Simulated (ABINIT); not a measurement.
# Calculated records

### Quasiparticle gap of CO2 (Cmce) in ABINIT

It takes space group Cmce (No. 64, orthorhombic). The conventional cell has a = 5.272 Å, b = 4.775 Å, c = 6.587 Å, α = 90.00°, β = 90.00°, γ = 90.00°. C has 2 O at 1.17 Å nearest. Nearest to O lie 1 C at 1.17 Å. Farther neighbours, and contacts between anions beyond the nearest, are not listed.

- method: RPA screening on PBEsol, plane waves, norm-conserving pseudopotentials (and 2 further levels or steps)
- program: ABINIT 10.8.3
- settings: cutoff 37 Ha, PseudoDojo scalar-relativistic 0.4.1 standard, norm-conserving, potential set dojo-sr-pbesol-0.4.1-standard, ngkpt (4, 4, 2), nband 92, ecuteps 4.8 Ha, inclvkb 2, shiftk (0, 0, 0), symchi 1, awtr 1, frequency ppm, 4×4×2 k-mesh
- cost: 5 runs, 2.1 min in all on 8 MPI ranks of Arm Neoverse V2, shared host
- notes: The program’s warnings: nkpt*nsppol () is not a multiple of nproc spkpt (). The cell and positions are those that the Materials Project relaxed with its own functionals (PBE, PBE+U or r2SCAN), kept fixed. The 4×4×2 mesh is coarse for this cell, which bears on the long-range parts of exchange and screening.
- PBEsol gap: 6.58 eV, indirect
- G0W0 gap on the mesh: 10.15 eV
- GW settings: 4×4×2 mesh, 92 bands, screening to 130.6 eV, Godby-Needs plasmon pole
- known limits: short of the basis limit; coarse k mesh

G0W0 moves the gap on the mesh from 6.58 eV to 10.15 eV (+3.57 eV), with Z of 0.83 and 0.89 at the edges. Local fields lower the RPA ε∞ on this mesh from 2.22 to 1.83; a Γ-centred mesh this coarse tends to raise both, most where the direct gap is narrow, while a short band sum lowers them.

[Paths, hosts, dates, memory and timing lines, banners, echoed tables and standing remarks are left out of the program output; an Ansatz launch command may be rebuilt from the run's recorded settings. Measured values are a selection of at most five: reports struck by readers or far from the other reports are left out. None is set beside runs whose start may be inverted or whose files or cutoffs have a known fault.]

[Runs of the session that timed out or met a known fault of the program may be left out.]

[Hosts, paths, dates, database ids (printed as entryN), source tags and the programs' standing remarks are cut or masked in the printed files.]

[G0W0 gaps are taken among the corrected bands and points alone; a level outside them can change the order at an edge.]

[Where Ansatz stands beside ABINIT at settings called matched, ABINIT's density can come from a denser mesh and the files from another edition; pairs whose starting gaps differed by over 0.03 eV were left out, so agreement reads better than it is.]
